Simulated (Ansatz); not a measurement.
**What NaCdCl3 (model cell, started as cubic perovskite with Cd in the octahedra) distorts into**

Which phase does NaCdCl3 (model cell, started as cubic perovskite with Cd in the octahedra) fall into along its unstable mode, and how much energy does it gain?

Method: DFT r2SCAN, scalar-relativistic, plane waves, PAW; PAW set soft_1, in Ansatz 0.2.0.

The structure was built from a prototype and need not be the compound's stable phase.

**1. Starting point**

Symmetry: Pm-3m, No. 221, cubic system. Conventional cell: a = 5.170 Å, b = 5.170 Å, c = 5.170 Å, α = 90.00°, β = 90.00°, γ = 90.00°. Na has 12 Cl at 3.66 Å nearest. Cd has 6 Cl at 2.58 Å nearest. Nearest to Cl lie 2 Cd at 2.58 Å. Farther neighbours and most contacts between anions are not listed.

**2. Phonons on a q mesh**

The cell comes from relaxations at this level that are not shown. Stability and thermal properties need the whole zone. Linear response on a 2×2×2 q mesh gives force constants as far as a supercell of that size would, and the tensors from the zone-centre run are typed in so that the long-range dipole term is interpolated apart.

The input, input.yaml:

```yaml
crystal:
  lattice:
    - [5.169590516, 0.0, 0.0]
    - [0.0, 5.169590516, 0.0]
    - [0.0, 0.0, 5.169590516]
  atoms:
    - { symbol: Na, position: [0.0, 0.0, 0.0] }
    - { symbol: Cd, position: [0.5, 0.5, 0.5] }
    - { symbol: Cl, position: [0.5, 0.5, 0.0] }
    - { symbol: Cl, position: [0.5, 0.0, 0.5] }
    - { symbol: Cl, position: [0.0, 0.5, 0.5] }
kpoints:
  mp_grid: { grid: [6, 6, 6] }
hamiltonian:
  xc: r2scan
  pseudopotentials: { kind: paw, azcp: { folder: soft_1 } }
scf:
  occupations: { method: fixed }
output:
  eigenvalues: true
phonons:
  method: dfpt
  qmesh: [2, 2, 2]
  temperatures: { t_max: 1000, t_step: 50 }
  qpath:
    path:
      - [[0.0, 0.0, 0.0], [0.0, 0.5, 0.0], [0.5, 0.5, 0.0], [0.0, 0.0, 0.0], [0.5, 0.5, 0.5], [0.0, 0.5, 0.0]]
      - [[0.5, 0.5, 0.5], [0.5, 0.5, 0.0]]
    npoints: 10
  non_analytic_term:
    high_frequency_dielectric_tensor: [[2.8991, 0.0, 0.0], [0.0, 2.8991, 0.0], [0.0, 0.0, 2.8991]]
    born_effective_charges:
      - { species: Na, tensor: [[1.2791, 0.0, 0.0], [0.0, 1.2791, 0.0], [0.0, 0.0, 1.2791]] }
      - { species: Cd, tensor: [[2.5923, 0.0, 0.0], [0.0, 2.5923, 0.0], [0.0, 0.0, 2.5923]] }
      - { species: Cl, tensor: [[-0.862, 0.0, 0.0], [0.0, -0.862, 0.0], [0.0, 0.0, -2.1475]] }
      - { species: Cl, tensor: [[-0.862, 0.0, 0.0], [0.0, -2.1475, 0.0], [0.0, 0.0, -0.862]] }
      - { species: Cl, tensor: [[-2.1475, 0.0, 0.0], [0.0, -0.862, 0.0], [0.0, 0.0, -0.862]] }
    source: "zone-centre run at this cell"
```

On the command line:

```
$ ansatz run input.yaml --threads 4 --pin off --max-ram 16384MiB --backend cpu --events-out ev --progress --plain --runs-dir out
```

Numbers of over 12 decimals in the logs are rounded to 6 here.

The log of the run:

```text
Engine: ansatz 0.2.0, aarch64-unknown-linux-gnu
Pseudopotentials: kind: paw
Pseudopotential: Na, paw, valence charge 9, recommended cutoff 500 eV (meta_gga), soft_1/Na.paw.azcp
Pseudopotential: Cd, paw, valence charge 20, recommended cutoff 500 eV (meta_gga), soft_1/Cd.paw.azcp
Pseudopotential: Cl, paw, valence charge 7, recommended cutoff 500 eV (meta_gga), soft_1/Cl.paw.azcp
Functional definition: r2SCAN
  parameter k0 = 0.174
  parameter k1 = 0.065
  parameter a1 = 4.9479
  exchange = r2scan_x(k0 = k0, k1 = k1, a1 = a1)
  correlation = r2scan_c
Crystal: 5 atoms, lattice volume = 138.156 Å³
Basis set: ecut = 500 eV, 3431 PW (Γ), exchange–correlation on 400×400×400 points (1000 copies of the dense FFT grid, shifted against one another)
Bands: 30, of which v1, the nominal top of the filled ones, is band 25 counted from 1 (24 counted from 0)
Symmetry: 48 space group operations
k-points: 80 of 216 (irreducible under 2 space group operations, time reversal used)
Non-local potential: Na, projectors of the file, l = 0: 3, l = 1: 2, l = 2: 1
Non-local potential: Cd, projectors of the file, l = 0: 3, l = 1: 2, l = 2: 2, l = 3: 1
Non-local potential: Cl, projectors of the file, l = 0: 2, l = 1: 2, l = 2: 1
PAW form: soft (Blöchl's): semilocal exchange-correlation on the pseudo side does not see the compensation charge
PAW frozen core: Na, regenerated for the run's functional (the file was generated under x = pbe(κ = 0.804, μ = 0.219515), c = pbe(β = 0.066725))
PAW frozen core: Cd, regenerated for the run's functional (the file was generated under x = pbe(κ = 0.804, μ = 0.219515), c = pbe(β = 0.066725))
PAW frozen core: Cl, regenerated for the run's functional (the file was generated under x = pbe(κ = 0.804, μ = 0.219515), c = pbe(β = 0.066725))
PAW one-centre angular grid: Na, 302 points (default); XC on 317 of its mesh's 2451 points in the sphere
PAW one-centre angular grid: Cd, 590 points (default); XC on 160 Gauss nodes
PAW one-centre angular grid: Cl, 302 points (default); XC on 160 Gauss nodes
Initial density: superposition of atomic densities (chi_scale 0.1, normalization cell, long waves kept (reshape's long-wave potential 0.01 eV rms))
Initial wavefunctions: pseudopotential atomic-orbital guess
Functional: x = r2scan, c = r2scan; τ floored in thin density (d = 2e-4 eV/Å³)
SCF iter   1: F=—  HF=-13016.865731 eV  |F-HF|=—  |Δ(HF+E_count)|=         —  Δρ=6.69e-2  dr2=5.35e0  dr2_τ=1.29e-2  ethr=3.10e-3  ⟨swp⟩=5.0  Hψ=8768  notcnv=0  defer=225
preconditioner: auto → Resta (q_TF=auto, 2.303 Å⁻¹)  ε∞=3.0  [insulator: Δε(μ)=1.446 eV  Ē_g=12.932 eV  n_scr=26 (ndim 8)  ℏωp=18.4 eV  f_vac=0.056  ε∞_Penn≈3.0]
SCF iter   2: F=—  HF=-13014.963367 eV  |F-HF|=—  |Δ(HF+E_count)|=    1.90e0  Δρ=1.90e-2  dr2=4.72e-1  dr2_τ=7.40e-2  ethr=3.10e-3  ⟨swp⟩=3.0  Hψ=5516  notcnv=0  defer=226
SCF iter   3: F=—  HF=-13014.886473 eV  |F-HF|=—  |Δ(HF+E_count)|=   7.69e-2  Δρ=7.00e-3  dr2=6.16e-2  dr2_τ=2.14e-3  ethr=9.44e-4  ⟨swp⟩=3.0  Hψ=4269  notcnv=0  defer=238
SCF iter   4: F=—  HF=-13014.892054 eV  |F-HF|=—  |Δ(HF+E_count)|=   5.58e-3  Δρ=1.23e-3  dr2=2.48e-3  dr2_τ=1.50e-4  ethr=1.23e-4  ⟨swp⟩=3.0  Hψ=4956  notcnv=0  defer=238
SCF iter   5: F=—  HF=-13014.893210 eV  |F-HF|=—  |Δ(HF+E_count)|=   1.16e-3  Δρ=4.20e-4  dr2=1.85e-4  dr2_τ=1.23e-5  ethr=4.95e-6  ⟨swp⟩=3.0  Hψ=4242  notcnv=0  defer=238
SCF iter   6: F=—  HF=-13014.893395 eV  |F-HF|=—  |Δ(HF+E_count)|=   1.86e-4  Δρ=6.57e-5  dr2=5.60e-6  dr2_τ=7.85e-7  ethr=3.70e-7  ⟨swp⟩=2.0  Hψ=4136  notcnv=0  defer=238
SCF iter   7: F=—  HF=-13014.893410 eV  |F-HF|=—  |Δ(HF+E_count)|=   1.47e-5  Δρ=1.33e-5  dr2=2.93e-7  dr2_τ=2.12e-8  ethr=1.12e-8  ⟨swp⟩=2.0  Hψ=3971  notcnv=0  defer=232
SCF iter   8: F=—  HF=-13014.893415 eV  |F-HF|=—  |Δ(HF+E_count)|=   5.18e-6  Δρ=4.47e-6  dr2=2.99e-8  dr2_τ=2.76e-9  ethr=5.87e-10  ⟨swp⟩=2.0  Hψ=4071  notcnv=0  defer=206
SCF iter   9: F=—  HF=-13014.893415 eV  |F-HF|=—  |Δ(HF+E_count)|=   1.26e-8  Δρ=8.06e-7  dr2=9.55e-10  dr2_τ=1.81e-10  ethr=5.99e-11  ⟨swp⟩=2.0  Hψ=3996  notcnv=0  defer=206
SCF iter  10: F=—  HF=-13014.893415 eV  |F-HF|=—  |Δ(HF+E_count)|=   1.06e-9  Δρ=1.64e-7  dr2=5.28e-11  dr2_τ=2.25e-12  ethr=1.91e-12  ⟨swp⟩=2.0  Hψ=3920  notcnv=0  defer=206
SCF iter  11: F=-13014.893415 eV  HF=-13014.893415 eV  |F-HF|=5.46e-12  |Δ(HF+E_count)|=  8.00e-11  Δρ=2.79e-8  dr2=1.37e-12  dr2_τ=5.51e-14  ethr=1.00e-12  ⟨swp⟩=15.7  Hψ=15916  notcnv=0
SCF 1 converged in 11 iterations: F = -13014.893415 eV  dr2 = 1.37e-12
  greatest PAW one-centre occupation: 1.002 electrons in one spin orbital (limit 2), on the Na atom at site 0 (counted from 0), in its partial waves of l = 0
DFPT response loops at Γ: preconditioner auto → none (the input reference at scf.mixing.eps_inf says where Resta's filter doesn't serve); β = 0.50; Broyden in place of MSR1
NSCF: frozen V_eff on 20 k-points
NSCF: frozen V_eff on 128 k-points
DFPT response loops at q = (0, 0, -0.5) (fractional): mixed as the last ones told, above
NSCF: frozen V_eff on 128 k-points
DFPT response loops at q = (0, -0.5, -0.5) (fractional): mixed as the last ones told, above
NSCF: frozen V_eff on 128 k-points
DFPT response loops at q = (-0.5, -0.5, -0.5) (fractional): mixed as the last ones told, above
SCF converged after 11 iterations
Free energy (F): -13014.893415 eV
Harris-Foulkes:  -13014.893415 eV  (|F-HF|=5.46e-12)
Internal energy: -13014.893415 eV  (E = F + TS)
E sigma→0 (E₀):  -13014.893415 eV
Fermi energy:    1.932141 eV
--- Per-component energies (eV) ---
  E_band       = -918.343885
  E_kinetic    = 1011.273431
  E_local      = -7014.423978  (includes V_loc(G=0)·N_el)
  E_nonlocal   = 496.725272
  E_hartree    = 2951.079612
  E_xc         = -493.621828
  E_vxc        = -651.433688  (∫ρ·V_xc dr)
  E_paw        = -6423.840105  (= ΣΔE_a)
  E_vpaw       = -702.340917  (= ΣTr[D̂ρ^β])
  E_aug_tail   = 0.000003  (compensation charges beyond the density's cutoff)
  E_vtau       = 39.696793  (kinetic-family band-sum trace: ∫τ·v_τ [+ j·A + Jᵃ·Aᵃ] dr)
  E_ewald      = -3541.085570
  E_core_change = -1.000252  (= ΣΔE_core)
  E_smearing   = -0.000000  (= −TS)
  E_closure    = -0.000000  (closes the sum)
  Σ components = -13014.893415   (vs F -13014.893415, Δ=0.00e0)
--- Band table (eV; the first three rows and the last of 80) ---
  k-point 0: bands = [... 21 lower, 0.9713, 1.1072, 1.1072, 1.1072, 4.5247, 6.4476, 10.4231, 10.4231, ... 1 higher]
  k-point 1: bands = [... 21 lower, 0.9469, 0.9469, 1.0846, 1.0846, 5.0534, 6.7244, 10.2286, 10.7348, ... 1 higher]
  k-point 2: bands = [... 21 lower, 0.8648, 0.8648, 1.0646, 1.0646, 6.2813, 7.4458, 9.5548, 11.2896, ... 1 higher]
  k-point 79: bands = [... 21 lower, 1.6157, 1.6157, 1.9321, 1.9321, 7.3886, 9.0814, 9.0814, 9.0814, ... 1 higher]
--- Phonons (Γ-DFPT): 4 representative perturbations + reference, on 80 of 216 k-points (Σ response iterations 26) ---
  k mesh reduced under 2 symmetry operations, with k and −k counted as one. Each operation leaves every solved perturbation unchanged. A smaller set is not considered because the functional reads the kinetic-energy density
  ASR residual: 6.859e-5 → 0.000e0 eV/Å²; symmetrization residual: 1.035e-5 eV/Å²
  ASR residual per site (eV/Å²): 6.86e-5 1.77e-5 1.73e-5 1.73e-5 1.73e-5
  Γ frequencies (cm⁻¹): -92.78 -92.78 -92.78 0.00 0.00 0.00 11.13 11.13 11.13 75.55 75.55 75.55 266.84 266.84 266.84
--- Phonons (arbitrary-q DFPT): 4 irreducible q on the 2×2×2 mesh ---
  q = [0.0000, 0.0000, 0.0000] (star 1, of the zone-centre solve; hermiticity 2.65e-6, symmetrization 4.70e-8): -92.78 -92.78 -92.78 -0.00 0.00 0.00 11.13 11.13 11.13 75.55 75.55 75.55 266.84 266.84 266.84
  q = [0.0000, 0.0000, -0.5000] (star 3, 9 solved perturbations in 504 linear systems a pass and spin channel, the states on 64 of 216 k-point pairs; hermiticity 2.11e-6, symmetrization 8.87e-12): -84.42 -84.42 -23.05 -23.05 28.94 57.66 61.61 61.61 63.51 63.51 88.58 144.57 266.08 266.08 277.09
  q = [0.0000, -0.5000, -0.5000] (star 3, 9 solved perturbations in 504 linear systems a pass and spin channel, the states on 64 of 216 k-point pairs; hermiticity 2.63e-6, symmetrization 1.11e-12): -88.72 -84.66 -84.66 -71.72 47.19 47.19 59.88 86.61 86.61 113.88 148.58 148.58 174.77 265.52 298.69
  q = [-0.5000, -0.5000, -0.5000] (star 1, 4 solved perturbations in 184 linear systems a pass and spin channel, the states on 64 of 216 k-point pairs; hermiticity 1.41e-6, symmetrization 1.28e-11): -88.86 -88.86 -88.86 -86.29 -86.29 -86.29 122.00 122.00 122.00 141.94 141.94 141.94 173.93 173.93 318.05
  sum rule: each row above includes the acoustic sum rule's correction from the zone centre's row sums; it moved no ω² by more than (0.90 cm⁻¹)²
  mesh force constants: q→R imaginary residual 3.98e-18; ASR residual 6.859e-5 → 0.000e0 eV/Å²; symmetrization residual 8.882e-15 eV/Å²
  interpolated dispersion: 63 rows × 15 modes
  density of states and harmonic sums: on the 12×12×12 q-mesh, interpolated from the force constants of a 2×2×2 supercell (with the dipole–dipole term of supplied tensors)
  largest difference from the sums on the solved wave vectors: F 1.57e-1 eV, S 2.01e-4 and C_V 5.11e-5 eV/K
  zero-point energy: 0.086093 eV/cell   skipped modes (ω ≤ 0): 416, of them read as no rigid motion or as one in doubt: 413 (5.010e0 modes/cell left out, lowest -92.78 cm⁻¹)   left out of the sums: 3.34e-1 of the cell's modes: C_V's classical limit lies that fraction below 3 k_B per atom; for a crystal, a wire or a layer, F and S can be off by more, and a phonons.interpolated_qmesh denser along its periods is the remedy for the sampling
```

Run time: 16 min. Hardware: 4 threads of Arm Neoverse V2, shared host; peak memory 14 GiB.

In the SCF lines HF is the Harris–Foulkes energy and dr2 the Hartree energy of the density residual, in eV; the loop may stop once dr2 is under the threshold and the program's other checks hold. Hψ counts applications of the Hamiltonian.

This step gave:

```yaml
gap_on_the_k_mesh: 2.593 eV
volume_per_atom: 27.63 Å³
sum_rule_residual_before_enforcement: 6.86e-5 eV/Å²
lowest_frequency_on_the_path: -92.78 cm⁻¹
point_group: m-3m
highest_frequency_on_the_path_or_at_a_solved_wavevector: 318.1 cm⁻¹
highest_optical_mode_at_the_zone_centre_no_lo_to_term: 266.8 cm⁻¹
lowest_optical_zone_centre_mode: -92.78 cm⁻¹
lowest_mode_on_the_q_mesh_acoustic_modes_at_gamma_apart: -92.78 cm⁻¹
```

Frequencies (cm⁻¹) solved at each irreducible wavevector; negative means imaginary. Frequencies by wavevector, by row:

| q in reciprocal lattice units | star | mode 1 | mode 2 | mode 3 | mode 4 | mode 13 | mode 14 | mode 15 |
| --- | --- | --- | --- | --- | --- | --- | --- | --- |
| 0 0 0 | 1 | -92.8 | -92.8 | -92.8 | 0 | 266.8 | 266.8 | 266.8 |
| 0 0 -0.5 | 3 | -84.4 | -84.4 | -23.1 | -23.1 | 266.1 | 266.1 | 277.1 |
| 0 -0.5 -0.5 | 3 | -88.7 | -84.7 | -84.7 | -71.7 | 174.8 | 265.5 | 298.7 |
| -0.5 -0.5 -0.5 | 1 | -88.9 | -88.9 | -88.9 | -86.3 | 173.9 | 173.9 | 318.1 |

Interpolated from a 2×2×2 q mesh, with the LO-TO term (at Γ the limit along the path; where Γ stands inside the path, tables give the limit on arrival). Phonon branches along the path, in cm⁻¹:

| point | branch 1 | branch 2 | branch 3 | branch 4 | branch 12 | branch 13 | branch 14 | branch 15 |
| --- | --- | --- | --- | --- | --- | --- | --- | --- |
| Γ | -93 | -93 | 0 | 0 | 110 | 267 | 267 | 305 |
| halfway | -89 | -89 | -13 | -13 | 120 | 266 | 266 | 293 |
| X | -84 | -84 | -23 | -23 | 145 | 266 | 266 | 277 |
| halfway | -89 | -79 | -65 | -63 | 147 | 214 | 266 | 299 |
| M | -89 | -85 | -85 | -72 | 149 | 175 | 266 | 299 |
| halfway | -89 | -84 | -54 | -50 | 125 | 234 | 266 | 304 |
| Γ | -93 | -93 | 0 | 0 | 110 | 267 | 267 | 305 |
| halfway | -86 | -86 | -58 | -56 | 130 | 232 | 232 | 314 |
| R | -89 | -89 | -89 | -86 | 142 | 174 | 174 | 318 |
| halfway | -86 | -84 | -72 | -71 | 147 | 204 | 231 | 313 |
| X | -84 | -84 | -23 | -23 | 145 | 266 | 266 | 277 |
| jump to R | -89 | -89 | -89 | -86 | 142 | 174 | 174 | 318 |
| halfway | -89 | -86 | -86 | -80 | 146 | 174 | 219 | 315 |
| M | -89 | -85 | -85 | -72 | 149 | 175 | 266 | 299 |

Symmetry leaves 4 wavevectors to solve. The lowest mode among them, the acoustic zeros apart, lies at Γ and is imaginary, 92.8i cm⁻¹, so the energy falls along it.

**3. The mode frozen in, largest atomic shift 0 Å**

The mode followed lies at q = (-0.5, -0.5, -0.5) with frequency 88.9i cm⁻¹ and is 3-fold degenerate, one of the unstable modes though not the softest. At small amplitude the distorted cell has space group no. 140 by a symmetry search on the positions. The undistorted cell that holds it gives the zero of energy on the same k mesh.

System of this step: NaCdCl3 (model cell, started as cubic perovskite with Cd in the octahedra). It takes space group Pm-3m (No. 221, cubic). Conventional cell: a = 5.170 Å, b = 5.170 Å, c = 5.170 Å, α = 90.00°, β = 90.00°, γ = 90.00°. Nearest to Na lie 12 Cl at 3.66 Å. Cd has 6 Cl at 2.58 Å nearest. Cl has 2 Cd at 2.58 Å nearest. Farther neighbours and most contacts between anions are not listed.

The input, input.yaml:

```yaml
crystal:
  lattice:
    - [5.169590516, 5.169590516, 0.0]
    - [5.169590516, 0.0, 5.169590516]
    - [5.169590516, 0.0, -5.169590516]
  atoms:
    - { symbol: Na, position: [0.0, 0.0, 0.0] }
    - { symbol: Na, position: [0.0, 0.5, 0.5] }
    - { symbol: Cd, position: [0.5, 0.25, 0.75] }
    - { symbol: Cd, position: [0.5, 0.75, 0.25] }
    - { symbol: Cl, position: [0.5, 0.0, 0.0] }
    - { symbol: Cl, position: [0.5, 0.5, 0.5] }
    - { symbol: Cl, position: [0.0, 0.5, 0.0] }
    - { symbol: Cl, position: [0.0, 0.0, 0.5] }
    - { symbol: Cl, position: [0.5, 0.0, 0.5] }
    - { symbol: Cl, position: [0.5, 0.5, 0.0] }
kpoints:
  mp_grid: { grid: [4, 4, 4] }
hamiltonian:
  xc: r2scan
  pseudopotentials: { kind: paw, azcp: { folder: soft_1 } }
scf:
  occupations: { method: gaussian, width: 0.02 }
output:
  forces: true
  stress: true
  eigenvalues: true
```

The log of the run:

```text
[...]
Crystal: 10 atoms, lattice volume = 276.311 Å³
Basis set: ecut = 500 eV, 6975 PW (Γ), exchange–correlation on 216×216×216 points (64 copies of the dense FFT grid, shifted against one another)
Bands: 60, of which v1, the nominal top of the filled ones, is band 50 counted from 1 (49 counted from 0)
Symmetry: 96 space group operations
[...]
k-points: 8 of 64
[...]
k-point 0: bands = [... 46 lower, 1.6156, 1.6156, 1.9321, 1.9321, 4.5246, 6.4476, 7.3886, 9.0813, ... 4 higher]
  k-point 1: bands = [... 46 lower, 1.3102, 1.5116, 1.6550, 1.6550, 5.3259, 6.9017, 7.7229, 8.4037, ... 4 higher]
  k-point 2: bands = [... 46 lower, 1.3891, 1.3891, 1.3891, 1.3891, 6.8981, 6.8981, 7.8509, 7.8509, ... 4 higher]
  k-point 7: bands = [... 46 lower, 1.3355, 1.3355, 1.3681, 1.3681, 7.6900, 7.6900, 8.3546, 8.3546, ... 4 higher]
[key lines of the parts left out:]
SCF converged after 8 iterations
Free energy (F): -26029.786693 eV
Fermi energy:    3.228359 eV
P = ⅓ Tr σ = -0.0077 GPa (-0.077 kbar)
```

Elapsed: 4.6 s, on 4 threads; peak memory 1.3 GiB; 17 s of CPU time.

This step gave:

```
pressure                         : -0.007679 GPa
energy from the undistorted cell : 0 meV/atom
```

At this level the gap is 2.59 eV on the k-mesh of the self-consistent run, which can miss the band edges.

**4. The mode frozen in, largest atomic shift 0.6 Å**

The atoms are moved along the unstable eigenvector, the largest shift by 0.6 Å, with the cell fixed.

input.yaml, the sections that differ from step 3:

```yaml
crystal:
  lattice:
    - [5.169590516, 5.169590516, 0.0]
    - [5.169590516, 0.0, 5.169590516]
    - [5.169590516, 0.0, -5.169590516]
  atoms:
    - { symbol: Na, position: [0.0, 0.0, 0.0] }
    - { symbol: Na, position: [0.0, 0.5, 0.5] }
    - { symbol: Cd, position: [0.5, 0.25, 0.75] }
    - { symbol: Cd, position: [0.5, 0.75, 0.25] }
    - { symbol: Cl, position: [0.5, -0.0580316756, -0.0580316756] }
    - { symbol: Cl, position: [0.5, 0.5580316756, 0.5580316756] }
    - { symbol: Cl, position: [0.0, 0.5, 0.0] }
    - { symbol: Cl, position: [0.0, 0.0, 0.5] }
    - { symbol: Cl, position: [0.5, 0.0580316756, 0.4419683244] }
    - { symbol: Cl, position: [0.5, 0.4419683244, 0.0580316756] }
# kpoints, hamiltonian, scf, output: as in step 3
```

The log of the run:

```text
[...]
Crystal: 10 atoms, lattice volume = 276.311 Å³
Basis set: ecut = 500 eV, 6975 PW (Γ), exchange–correlation on 216×216×216 points (64 copies of the dense FFT grid, shifted against one another)
Bands: 60, of which v1, the nominal top of the filled ones, is band 50 counted from 1 (49 counted from 0)
Symmetry: 16 space group operations
[...]
k-points: 13 of 64
[...]
k-point 0: bands = [... 46 lower, 1.4328, 1.4328, 1.5521, 1.7264, 4.5419, 6.8198, 7.8866, 9.0169, ... 4 higher]
  k-point 1: bands = [... 46 lower, 1.2174, 1.2846, 1.3895, 1.4701, 5.2112, 7.2082, 8.0981, 8.1439, ... 4 higher]
  k-point 2: bands = [... 46 lower, 1.1868, 1.1868, 1.2546, 1.2546, 6.6067, 6.6067, 8.1047, 8.1047, ... 4 higher]
  k-point 12: bands = [... 46 lower, 1.1257, 1.1257, 1.2825, 1.5528, 7.0293, 8.0570, 8.3481, 8.6789, ... 4 higher]
[key lines of the parts left out:]
SCF converged after 8 iterations
Free energy (F): -26030.285697 eV
Fermi energy:    3.134143 eV
P = ⅓ Tr σ = -1.4832 GPa (-14.832 kbar)
```

Elapsed: 7.1 s, on 4 threads; peak memory 1.4 GiB.

Numbers from this step:

```
pressure                         : -1.483 GPa
gap on the k-mesh                : 2.815 eV
energy from the undistorted cell : -49.9 meV/atom
```

The energy, extrapolated to zero smearing, is -49.90 meV/atom against the undistorted cell.

The run ends at a pressure of -1.48 GPa, with forces up to 0.24 eV/Å.

**5. Energy along the mode, all amplitudes (two of the runs are shown above)**

An imaginary frequency means negative curvature, so the energy should fall and then rise again as anharmonic terms take over.

This step gave:

```yaml
depth_at_the_lowest_point_sampled: 49.9 meV/atom
largest_atomic_shift_at_that_point: 0.6 Å
```

The energy from the parent by largest atomic shift:

| largest atomic shift (Å) | energy from the parent (meV/atom) |
| --- | --- |
| 0.000 | 0 |
| 0.040 | -0.329 |
| 0.080 | -1.31 |
| 0.140 | -3.95 |
| 0.220 | -9.47 |
| 0.320 | -18.9 |
| 0.450 | -33.6 |
| 0.600 | -49.9 |

Displacement at unit largest shift by atom:

| atom | x (Å) | y (Å) | z (Å) | size |
| --- | --- | --- | --- | --- |
| Na1 | 0.00 | 0.00 | 0.00 | 0.00 |
| Na2 | 0.00 | 0.00 | 0.00 | 0.00 |
| Cd3 | 0.00 | 0.00 | 0.00 | 0.00 |
| Cd4 | 0.00 | 0.00 | 0.00 | 0.00 |
| Cl5 | -1.00 | 0.00 | 0.00 | 1.00 |
| Cl6 | 1.00 | 0.00 | 0.00 | 1.00 |
| Cl7 | 0.00 | 0.00 | 0.00 | 0.00 |
| Cl8 | 0.00 | 0.00 | 0.00 | 0.00 |
| Cl9 | 0.00 | 0.00 | 1.00 | 1.00 |
| Cl10 | 0.00 | 0.00 | -1.00 | 1.00 |

The lowest of the steps tried is the last one, at 0.6 Å, 49.9 meV/atom below the parent; the bottom of the well need not coincide with a step.

[end of part 1 of 2]

[Logs are printed without paths, hosts, clocks, repeated set-up lines and the standing remarks that a program may print on its own settings, such as how far it seeks lower states.]

[Hosts, paths, dates, database ids (printed as entryN), source tags and the programs' standing remarks are cut or masked in the printed files.]
